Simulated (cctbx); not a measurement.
# Symmetry from intensities

Cell: a = 7.8410 Å, b = 7.8570 Å, c = 7.9350 Å, α = 60.69°, β = 61.16°, γ = 60.33°. Expected content of the cell: Hg2 Lu3 Rh1 S8.

The data are simulated with cctbx, not measured: Cu Kα, λ = 1.54184 Å, to d = 0.8 Å, 50 % of the full sphere, strongest reflection 5000 counts, noise from counting, a 1.5 % proportional error and a noise floor of 2 counts (s.d.); no absorption.

A first pass over the reflections prints:

```text
1398 reflections to d = 0.801 A
centring   violations  <I/sigma> of those
    A        479 of   706     10.7
    B        507 of   713     10.8
    C        444 of   697     10.6
    I        496 of   733     12.6
    R        641 of   908     12.2
    F        715 of  1058     10.7
Laue class    unique    Rint  (classes that these axes allow; Friedel mates merged)
P -1             1051   0.023
space group    extra absences  I>4sigma  <I/sigma>
P 1                     0          0         -  acentric
P -1                    0          0         -  centric
Wilson B = 0.49 A^2   <|E^2-1|> = 0.926 (0.968 centric, 0.736 acentric)   E^2>4: 3.0 %
shell (A)         n   <I/sigma>
 6.56 - 1.60    121     18.2
 1.60 - 1.27    145     16.5
 1.27 - 1.11    126     11.8
 1.11 - 1.01    134     14.0
 1.01 - 0.94    139     11.8
 0.94 - 0.88    120     15.4
 0.88 - 0.84    143     12.2
 0.84 - 0.80    123      9.9
```

Q: Read the symmetry from these tables.

Every centring test has many violations, so the lattice is primitive.

Only P -1 fits these axes (Rint 0.023); a search for a hidden higher lattice was not made.

2 settings pass the absence test. No glide or screw absences show, which leaves P 1 and P -1.

⟨|E²−1|⟩ = 0.926 leans to a centrosymmetric structure. The Wilson B of 0.49 Å² means U ≈ 0.0062 Å².

The true group is P-1 (no. 2), Laue class -1, centrosymmetric. The tables only narrow the choice to the tied entries; cell content, site symmetry and trial solutions must settle it.

The model is made up (kin elements in a known structure type, no relaxation), so it says nothing on whether the phase exists.

[Logs are printed without paths, hosts, clocks, repeated set-up lines and the standing remarks that a program may print on its own settings, such as how far it seeks lower states.]
